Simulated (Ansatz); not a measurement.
## k-point convergence of GW for ZnSnN2 (Pna2_1)

How dense a mesh does GW need for ZnSnN2 (Pna2_1), and how does the time grow?

Program: Ansatz 0.2.0. Level of theory: G0W0 on PBE, plane waves, PAW; PAW set soft_1. Results are calculated unless marked as measured.

### 1. Starting point

The structure is orthorhombic, space group Pna2_1 (No. 33). The conventional cell has a = 5.854 Å, b = 6.737 Å, c = 5.481 Å, α = 90.00°, β = 90.00°, γ = 90.00°. Zn has 4 N at 2.05 to 2.07 Å nearest. Sn has 4 N at 2.06 to 2.08 Å nearest. N has 2 Zn at 2.05 to 2.07 Å and 2 Sn at 2.07 to 2.08 Å nearest. Nearest to N lie 2 Zn at 2.05 Å and 2 Sn at 2.06 to 2.07 Å. Farther neighbours and most contacts between anions are not listed.

As a file:

```cif
data_structure
_symmetry_space_group_name_H-M 'Pna2_1'
_symmetry_Int_Tables_number 33
_cell_length_a 5.8543
_cell_length_b 6.7375
_cell_length_c 5.4806
_cell_angle_alpha 90.000
_cell_angle_beta 90.000
_cell_angle_gamma 90.000
_cell_volume 216.17
loop_
_atom_site_label
_atom_site_type_symbol
_atom_site_symmetry_multiplicity
_atom_site_Wyckoff_symbol
_atom_site_fract_x
_atom_site_fract_y
_atom_site_fract_z
_atom_site_occupancy
Zn1 Zn 4 a 0.58306 0.87495 0.99881 1
Sn1 Sn 4 a 0.58840 0.37506 0.99927 1
N1 N 4 a 0.58240 0.37437 0.37835 1
N2 N 4 a 0.57972 0.87579 0.37356 1
```

The cell and positions are those that the Materials Project relaxed with its own functionals (PBE, PBE+U or r2SCAN), kept fixed.

### 2. The 2×2×2 mesh

Now the one-shot GW correction: screening in the RPA, then the self-energy of the levels asked for. This step takes PAW set soft_1 files.

The input, input.yaml:

```yaml
crystal:
  lattice:
    - [5.8542731, 0.0, 0.0]
    - [0.0, 6.7374542, 0.0]
    - [0.0, 0.0, 5.48058331]
  atoms:
    - { symbol: Zn, position: [0.58306262, 0.87494525, 0.99881237] }
    - { symbol: Zn, position: [0.41693738, 0.12505475, 0.49881237] }
    - { symbol: Zn, position: [0.91693738, 0.37494525, 0.49881237] }
    - { symbol: Zn, position: [0.08306262, 0.62505475, 0.99881237] }
    - { symbol: Sn, position: [0.58840042, 0.37506264, 0.9992746] }
    - { symbol: Sn, position: [0.41159958, 0.62493736, 0.4992746] }
    - { symbol: Sn, position: [0.91159958, 0.87506264, 0.4992746] }
    - { symbol: Sn, position: [0.08840042, 0.12493736, 0.9992746] }
    - { symbol: "N", position: [0.58239595, 0.37436694, 0.37835473] }
    - { symbol: "N", position: [0.41760405, 0.62563306, 0.87835473] }
    - { symbol: "N", position: [0.91760405, 0.87436694, 0.87835473] }
    - { symbol: "N", position: [0.08239595, 0.12563306, 0.37835473] }
    - { symbol: "N", position: [0.57971582, 0.87578583, 0.37355931] }
    - { symbol: "N", position: [0.42028418, 0.12421417, 0.87355931] }
    - { symbol: "N", position: [0.92028418, 0.37578583, 0.87355931] }
    - { symbol: "N", position: [0.07971582, 0.62421417, 0.37355931] }
kpoints:
  mp_grid: { grid: [2, 2, 2] }
hamiltonian:
  xc: pbe
  pseudopotentials: { kind: paw, azcp: { folder: soft_1 } }
scf:
  occupations: { method: fixed }
gw:
  n_empty_bands: 490
  ecut_chi: 100
  qp_bands: [v4, c4]
  qp_kpoints: band_edges
  screening: { model: contour_deformation }
```

The run is started by

```console
$ ansatz run input.yaml --threads 2 --pin off --max-ram 92160MiB --backend cuda --events-out ev --progress --plain --runs-dir out --devices 1 --max-vram 13GiB
```

Numbers of over 12 decimals in the logs are rounded to 6 here.

Output:

```text
GPUs: using 1 of 1 available (devices: 1).
Engine: ansatz 0.2.0, x86_64-unknown-linux-gnu
Pseudopotentials: kind: paw
Pseudopotential: Zn, paw, valence charge 12, recommended cutoff 420 eV (normal), soft_1/Zn.paw.azcp
Pseudopotential: Sn, paw, valence charge 14, recommended cutoff 420 eV (normal), soft_1/Sn.paw.azcp
Pseudopotential: N, paw, valence charge 5, recommended cutoff 420 eV (normal), soft_1/N.paw.azcp
Functional definition: PBE
  parameter kappa = 0.804
  parameter beta = 0.066725
  exchange = pbe_x(kappa = kappa, mu = beta*pi^2/3)
  correlation = pbe_c(beta = beta)
device memory: the entry about to start is reckoned to put 3.0 GiB on a device that reports 53.3 GiB free (of which the cap on the GPU budget leaves the run 13.0 GiB)
GPU FFT provider: cuFFT
GPU libraries: cuBLAS 13.8.2, cuFFT 12.4.0, cuSOLVER 12.3.4
Crystal: 16 atoms, lattice volume = 216.170 Å³
Basis set: ecut = 420 eV, 4231 PW (Γ)
Bands: 88, of which v1, the nominal top of the filled ones, is band 72 counted from 1 (71 counted from 0)
Symmetry: 4 space group operations
Space group: Pna21 (ITA 33), of the structure as read, at distance tolerance 6.0e-5 Å
k-points: 8
Non-local potential: Zn, projectors of the file, l = 0: 2, l = 1: 2, l = 2: 3, l = 3: 1
Non-local potential: Sn, projectors of the file, l = 0: 2, l = 1: 2, l = 2: 2, l = 3: 1
Non-local potential: N, projectors of the file, l = 0: 2, l = 1: 2, l = 2: 1
PAW form: soft (Blöchl's): semilocal exchange-correlation on the pseudo side does not see the compensation charge
PAW one-centre angular grid: Zn, 590 points (default); XC on 64 Gauss nodes
PAW one-centre angular grid: Sn, 590 points (default); XC on 64 Gauss nodes
PAW one-centre angular grid: N, 110 points (default); XC on 64 Gauss nodes
Initial density: superposition of atomic densities (chi_scale 0.1, normalization cell, long waves kept (reshape's long-wave potential 0.01 eV rms))
Initial wavefunctions: pseudopotential atomic-orbital guess
GPU buffer pool allocated for 76800 grid points (all kernels)
GPU transforms: local potential and band sums: pruned to the plane-wave sphere, on 40×45×40
Functional: x = pbe(κ = 0.804, μ = 0.219515), c = pbe(β = 0.066725)
SCF iter   1: F=—  HF=-40449.230770 eV  |F-HF|=—  |Δ(HF+E_count)|=         —  Δρ=8.78e-2  dr2=1.99e1  ethr=3.10e-3  ⟨swp⟩=4.5  Hψ=2674  notcnv=0  defer=102
preconditioner: auto → Resta (q_TF=auto, 2.550 Å⁻¹)  ε∞=4.8  [insulator: Δε(μ)=1.084 eV  Ē_g=15.534 eV  n_scr=64 (ndim 8)  ℏωp=30.3 eV  f_vac=0.000  ε∞_Penn≈4.8]
SCF iter   2: F=—  HF=-40444.286905 eV  |F-HF|=—  |Δ(HF+E_count)|=    4.94e0  Δρ=3.27e-2  dr2=1.54e0  ethr=3.10e-3  ⟨swp⟩=3.0  Hψ=1357  notcnv=0  defer=108
SCF iter   3: F=—  HF=-40444.039868 eV  |F-HF|=—  |Δ(HF+E_count)|=   2.47e-1  Δρ=1.75e-2  dr2=5.24e-1  ethr=1.07e-3  ⟨swp⟩=3.0  Hψ=977  notcnv=0  defer=108
SCF iter   4: F=—  HF=-40444.041917 eV  |F-HF|=—  |Δ(HF+E_count)|=   2.05e-3  Δρ=1.08e-2  dr2=1.34e-1  ethr=3.64e-4  ⟨swp⟩=2.0  Hψ=978  notcnv=0  defer=108
SCF iter   5: F=—  HF=-40444.003824 eV  |F-HF|=—  |Δ(HF+E_count)|=   3.81e-2  Δρ=2.35e-3  dr2=9.07e-3  ethr=9.31e-5  ⟨swp⟩=2.0  Hψ=1170  notcnv=0  defer=110
SCF iter   6: F=—  HF=-40444.010771 eV  |F-HF|=—  |Δ(HF+E_count)|=   6.95e-3  Δρ=4.53e-4  dr2=3.75e-4  ethr=6.30e-6  ⟨swp⟩=2.1  Hψ=1060  notcnv=0  defer=110
SCF iter   7: F=—  HF=-40444.011244 eV  |F-HF|=—  |Δ(HF+E_count)|=   4.73e-4  Δρ=2.85e-4  dr2=1.44e-4  ethr=2.61e-7  ⟨swp⟩=2.0  Hψ=1191  notcnv=0  defer=107
SCF iter   8: F=—  HF=-40444.011373 eV  |F-HF|=—  |Δ(HF+E_count)|=   1.30e-4  Δρ=9.48e-5  dr2=1.75e-5  ethr=1.00e-7  ⟨swp⟩=2.0  Hψ=1040  notcnv=0  defer=96
SCF iter   9: F=—  HF=-40444.011379 eV  |F-HF|=—  |Δ(HF+E_count)|=   5.66e-6  Δρ=7.14e-5  dr2=1.20e-5  ethr=1.22e-8  ⟨swp⟩=2.0  Hψ=1042  notcnv=0  defer=78
SCF iter  10: F=—  HF=-40444.011378 eV  |F-HF|=—  |Δ(HF+E_count)|=   1.45e-6  Δρ=1.52e-5  dr2=3.18e-7  ethr=8.36e-9  ⟨swp⟩=2.0  Hψ=798  notcnv=0  defer=78
SCF iter  11: F=-40444.011378 eV  HF=-40444.011378 eV  |F-HF|=1.50e-8  |Δ(HF+E_count)|=   3.57e-7  Δρ=3.38e-6  dr2=1.88e-8  ethr=6.94e-11  ⟨swp⟩=12.2  Hψ=2995  notcnv=0
SCF 1 converged in 11 iterations: F = -40444.011378 eV  dr2 = 1.88e-8
[...]
device memory: the entry about to start is reckoned to put 3.7 GiB (of the 3.8 GiB reckoned in all, the device holds 0.1 GiB already) on a device that reports 56.4 GiB free (of which the cap on the GPU budget leaves the run 12.9 GiB)
NSCF: frozen V_eff on 8 k-points
[...]
device memory: the entry about to start is reckoned to put 3.9 GiB on a device that reports 56.5 GiB free (of which the cap on the GPU budget leaves the run 13.0 GiB)
NSCF: frozen V_eff on 8 k-points
G₀W₀ screening: q 1/8
[... further progress lines ...]
SCF converged after 11 iterations
Free energy (F): -40444.011378 eV
Harris-Foulkes:  -40444.011378 eV  (|F-HF|=1.50e-8)
Internal energy: -40444.011378 eV  (E = F + TS)
E sigma→0 (E₀):  -40444.011378 eV
Fermi energy:    9.822222 eV
--- Per-component energies (eV) ---
  E_band       = -0.301119
  E_kinetic    = 2284.990651
  E_local      = -12747.386280  (includes V_loc(G=0)·N_el)
  E_nonlocal   = 4152.567341
  E_hartree    = 5293.082478
  E_xc         = -1287.051217
  E_vxc        = -1121.395819  (∫ρ·V_xc dr)
  E_paw        = -26106.338726  (= ΣΔE_a)
  E_vpaw       = -3155.243435  (= ΣTr[D̂ρ^β])
  E_aug_tail   = 0.007052  (compensation charges beyond the density's cutoff)
  E_ewald      = -12033.882677
  E_smearing   = -0.000000  (= −TS)
  E_closure    = 0.000000  (closes the sum)
  Σ components = -40444.011378   (vs F -40444.011378, Δ=0.00e0)
--- Band table (eV; the first three rows and the last of 8) ---
  k-point 0: bands = [... 68 lower, 9.0420, 9.7442, 9.7837, 9.8222, 10.0184, 12.6149, 13.5027, 14.1126, ... 12 higher]
  k-point 1: bands = [... 68 lower, 9.3442, 9.3442, 9.3767, 9.3767, 12.3662, 12.3662, 13.2092, 13.2092, ... 12 higher]
  k-point 2: bands = [... 68 lower, 9.2434, 9.2434, 9.4091, 9.4091, 12.1356, 12.1356, 14.4273, 14.4273, ... 12 higher]
  k-point 7: bands = [... 68 lower, 8.4765, 8.4765, 8.6666, 8.6666, 13.4884, 13.4884, 13.5177, 13.5177, ... 12 higher]
--- G₀W₀: contour deformation, 8 samples at zero and on the imaginary axis and 1 off it, 8 q-points, 490 empty bands' worth ---
  eigenvalues of the whole cell's RPA ε∞ on this k-mesh (on a slab, of 1 + 4πα/V) = 547.6197, 739.6350, 1176.3965; static W/v taken at q = 0 is 0.001285
  bands read: the sum over 562 bands ends inside a degenerate multiplet in 1 slot, whose members it reads at an even weight; the widest, k=5: bands 561 to 564 (counted from 1) at 2/4 each
  gw.qp_kpoints: band_edges: 8 of 8 stored k-points solved, in 1 pass; an edge of the gap read off the rows below is read off those points alone
    ik  band        ε_KS         Σx   Σc(E_QP)       V_xc       Z   E_QP_lin       E_QP  E_QP is
     0    69      9.0420   -25.6174     4.2682   -20.9907  0.7092     8.6790     8.6835  root
     0    70      9.7442   -25.3072     3.7072   -21.4166  0.7140     9.5593     9.5608  root
     0    71      9.7837   -25.8560     3.8051   -21.8521  0.7141     9.5835     9.5850  root
     0    72      9.8222   -25.7375     3.7390   -21.8120  0.7145     9.6341     9.6357  root
     0    73     10.0184   -11.4887    -3.5309   -15.3160  0.7473    10.3169    10.3148  root
     0    74     12.6149   -10.6754    -4.4501   -15.5838  0.7490    13.0805    13.0733  root
     0    75     13.5027   -11.4241    -4.6264   -16.6426  0.7322    14.1080    14.0947  root
     0    76     14.1126    -9.5136    -4.4720   -14.2288  0.7535    14.3576    14.3558  root
     1    69      9.3442   -25.5123     3.9862   -21.2544  0.7124     9.0703     9.0725  root
     1    70      9.3442   -25.5123     3.9862   -21.2544  0.7124     9.0703     9.0725  root
     1    71      9.3767   -25.4727     3.9664   -21.2417  0.7127     9.1099     9.1120  root
     1    72      9.3767   -25.4727     3.9664   -21.2417  0.7127     9.1099     9.1120  root
     1    73     12.3662   -11.4301    -4.1340   -16.0313  0.7391    12.8408    12.8333  root
     1    74     12.3662   -11.4301    -4.1340   -16.0313  0.7391    12.8408    12.8333  root
[...]
7    72      8.6666   -24.8209     4.2804   -20.1361  0.7056     8.2563     8.2621  root
     7    73     13.4884   -11.2254    -4.4849   -16.2111  0.7346    13.9984    13.9891  root
     7    74     13.4884   -11.2254    -4.4849   -16.2111  0.7346    13.9984    13.9891  root
     7    75     13.5177   -11.0193    -4.4453   -15.9415  0.7348    14.0027    13.9946  root
     7    76     13.5177   -11.0193    -4.4453   -15.9415  0.7348    14.0027    13.9946  root
```

Elapsed: 26 s, on 1 × NVIDIA H100 80GB HBM3 (shared by 6 runs) with 2 threads of AMD EPYC 7R13 (Zen 3), shared host; peak memory 1.9 GiB; 28 s of CPU time.

This step gave:

| Quantity | Value |
| --- | --- |
| bands summed | 562 |
| RPA ε∞ on this mesh (eigenvalues) | 547.6, 739.6, 1176 |
| plane waves in the screening matrix | 495 |
| q-points in the mesh | 8 |
| G0W0 gap on the mesh | 0.6791 eV |
| k of the valence top | 0, 0, 0 |
| k of the conduction bottom | 0, 0, 0 |
| starting gap on the mesh | 0.1962 eV |
| Z at the valence top | 0.7145 |
| Z at the conduction bottom | 0.7473 |
| least direct G0W0 gap on the computed points | 0.6791 eV |

The gap on the mesh goes from 0.20 eV to 0.68 eV, a correction of +0.48 eV. Between the two edge states, bare exchange in place of the xc potential would open the gap by 7.75 eV, and correlation takes back 7.27 eV.

### 3. The 2×2×4 mesh

A second mesh at equal bands and cutoff isolates the sampling error.

input.yaml, as its differences from that of step 2:

```diff
@@ -23,3 +23,3 @@
 kpoints:
-  mp_grid: { grid: [2, 2, 2] }
+  mp_grid: { grid: [2, 2, 4] }
 hamiltonian:
```

Output:

```text
GPUs: using 1 of 1 available (devices: 1).
[...]
GPU FFT provider: cuFFT
GPU libraries: cuBLAS 13.8.2, cuFFT 12.4.0, cuSOLVER 12.3.4
Crystal: 16 atoms, lattice volume = 216.170 Å³
Basis set: ecut = 420 eV, 4231 PW (Γ)
Bands: 88, of which v1, the nominal top of the filled ones, is band 72 counted from 1 (71 counted from 0)
[... 1 set-up line as in the run before ...]
[...]
k-points: 12 of 16 (time reversal used)
[...]
GPU buffer pool allocated for 76800 grid points (all kernels)
[...]
SCF iter   1: F=—  HF=-40449.256996 eV  |F-HF|=—  |Δ(HF+E_count)|=         —  Δρ=8.77e-2  dr2=1.98e1  ethr=3.10e-3  ⟨swp⟩=4.4  Hψ=4014  notcnv=0  defer=157
[...]
SCF iter  11: F=-40444.051426 eV  HF=-40444.051426 eV  |F-HF|=1.67e-8  |Δ(HF+E_count)|=   3.31e-7  Δρ=2.85e-6  dr2=1.48e-8  ethr=6.94e-11  ⟨swp⟩=12.0  Hψ=4559  notcnv=0
SCF 1 converged in 11 iterations: F = -40444.051426 eV  dr2 = 1.48e-8
[...]
0    69      9.0407   -25.6093     4.2239   -20.9918  0.7022     8.6385     8.6471  root
     0    70      9.7396   -24.8652     3.2712   -21.4093  0.7120     9.5528     9.5549  root
     0    71      9.7829   -25.8606     3.7646   -21.8532  0.7076     9.5375     9.5402  root
     0    72      9.8219   -25.7624     3.7160   -21.8126  0.7079     9.5856     9.5881  root
     0    73     10.0181   -11.8631    -3.1489   -15.3236  0.7459    10.3335    10.3296  root
     0    74     12.6153   -10.6897    -4.3973   -15.5846  0.7412    13.1268    13.1129  root
     0    75     13.5018   -11.4626    -4.5671   -16.6444  0.7230    14.1424    14.1165  root
     0    76     14.1119    -9.5250    -4.4124   -14.2301  0.7460    14.4088    14.4045  root
[...]
10    73     12.9408   -11.3739    -4.2256   -16.1267  0.7307    13.4836    13.4679  root
    10    74     13.0093   -11.3208    -4.2646   -16.1291  0.7298    13.5698    13.5529  root
    10    75     13.4039   -10.6539    -4.2688   -15.3893  0.7340    13.8822    13.8705  root
    10    76     13.4141   -10.8193    -4.2970   -15.5994  0.7346    13.9099    13.8972  root
[key lines of the parts left out:]
SCF converged after 11 iterations
Free energy (F): -40444.051426 eV
Fermi energy:    9.821875 eV
```

Run time: 26 s. Hardware: 1 × NVIDIA H100 80GB HBM3 (shared by 6 runs) with 2 threads; peak memory 2.2 GiB; 38 s of CPU time.

Numbers from this step:

* bands summed: 562
* RPA ε∞ on this mesh (eigenvalues): 278.6, 393.1, 635.0
* plane waves in the screening matrix: 495
* q-points in the mesh: 16
* G0W0 gap on the mesh: 0.7415 eV
* k of the valence top: 0, 0, 0
* k of the conduction bottom: 0, 0, 0
* starting gap on the mesh: 0.1962 eV
* Z at the valence top: 0.7079
* Z at the conduction bottom: 0.7459
* least direct G0W0 gap on the computed points: 0.7415 eV

Against the run with 2×2×2 mesh, 490 empty bands, screening to 100 eV, PAW set soft_1 files, the gap moves by +0.06 eV.

### 4. The 4×4×4 mesh

input.yaml, as its differences from that of step 3:

```diff
@@ -23,3 +23,3 @@
 kpoints:
-  mp_grid: { grid: [2, 2, 4] }
+  mp_grid: { grid: [4, 4, 4] }
 hamiltonian:
```

Output:

```text
GPUs: using 1 of 1 available (devices: 1).
[...]
GPU FFT provider: cuFFT
GPU libraries: cuBLAS 13.8.2, cuFFT 12.4.0, cuSOLVER 12.3.4
Crystal: 16 atoms, lattice volume = 216.170 Å³
Basis set: ecut = 420 eV, 4231 PW (Γ)
Bands: 88, of which v1, the nominal top of the filled ones, is band 72 counted from 1 (71 counted from 0)
[... 1 set-up line as in the run before ...]
[...]
k-points: 27 of 64 (time reversal used)
[...]
15    76     14.1340   -11.1066    -4.7358   -16.3967  0.6978    14.7650    14.6882  root ?
[...]
20    73     12.9803   -10.4722    -4.1512   -15.0130  0.7176    13.3970    13.3699  root
    20    74     12.9803   -10.4722    -4.1512   -15.0130  0.7176    13.3970    13.3699  root
    20    75     12.9803   -10.4722    -4.1512   -15.0130  0.7176    13.3970    13.3699  root
    20    76     12.9803   -10.4722    -4.1512   -15.0130  0.7176    13.3970    13.3699  root
[key lines of the parts left out:]
SCF converged after 11 iterations
Free energy (F): -40444.202674 eV
Fermi energy:    9.807710 eV
```

The job ended after 2.2 min (1 × NVIDIA H100 80GB HBM3 (shared by 6 runs) with 2 threads; peak memory 3.7 GiB).

This step gave:

```yaml
bands_summed: 562
rpa_eps_infinity_on_this_mesh_eigenvalues: 75.16, 98.13, 154.5
plane_waves_in_the_screening_matrix: 495
g0w0_gap_on_the_mesh: 0.7351 eV
k_of_the_valence_top: 0, 0, 0
k_of_the_conduction_bottom: 0, 0, 0
starting_gap_on_the_mesh: 0.2039 eV
least_direct_g0w0_gap_on_the_computed_points: 0.7351 eV
```

Against the run with 2×2×4 mesh, 490 empty bands, screening to 100 eV, PAW set soft_1 files, the gap moves by −0.006 eV.

### 5. The meshes together

Times are wall times on 1 × NVIDIA H100 80GB HBM3 (shared by 6 runs) with 2 threads of AMD EPYC 7R13 (Zen 3), shared host, good to a factor of about two.

```
 mesh  points  irreducible  start (eV)  G0W0 (eV)  shift (eV)  RPA ε∞ (mean)     time
2×2×2       8            8       0.196      0.679      +0.483         821.22     26 s
2×2×4      16           12       0.196      0.742      +0.545         435.57     26 s
4×4×4      64           27       0.204      0.735      +0.531         109.27  2.2 min
```

### 6. Summary of results

```json
{
  "2×2×2": "0.679 eV (shift +0.483)",
  "2×2×4": "0.742 eV (shift +0.545)",
  "4×4×4": "0.735 eV (shift +0.531)",
  "settings": "PBE start, 490 empty bands, 100 eV"
}
```

The shift is +0.48 eV on 2×2×2 and +0.53 eV on 4×4×4; the last step moves it by −0.014 eV. The RPA ε∞ (mean) ranges from 109.27 to 821.22 and ends at 109.27; the coarsest mesh overstates it. From 8 to 64 points the time grows 5.1-fold. Bands and cutoff are modest here, so the values stand off the basis limit. The 4×4×4 mesh is coarse for this cell (its supercell is 22 Å along the shortest edge). The RPA ε∞ on it, from the PBE start, is 75.16, 98.13 and 154.51; such meshes misread the long-range screening, most where the gap is narrow. On this mesh the RPA ε∞ passes 90, more than nearly any semiconductor shows; a coarse mesh does this where one point with a narrow direct gap carries much weight. The screening is then too strong, and the G0W0 gap should not be taken as the material's. A d shell, filled or nearly so, lies near the gap. One-shot GW converges very slowly in bands there, not always from below, and on a semilocal start the gap tends to come out low; starts rich in exact exchange can overshoot instead. The many-body steps are scalar-relativistic: spin-orbit coupling is not in them.

[Paths, hosts, dates, memory and timing lines, banners, echoed tables and standing remarks are left out of the program output.]

[Logs are printed without paths, hosts, clocks, repeated set-up lines and the standing remarks that a program may print on its own settings, such as how far it seeks lower states.]

[Runs of the session that timed out or met a known fault of the program may be left out.]

[Cells called generated may have been cut or substituted from an entry of the Crystallography Open Database or the Materials Project.]

[Hosts, paths, dates, database ids (printed as entryN), source tags and the programs' standing remarks are cut or masked in the printed files.]
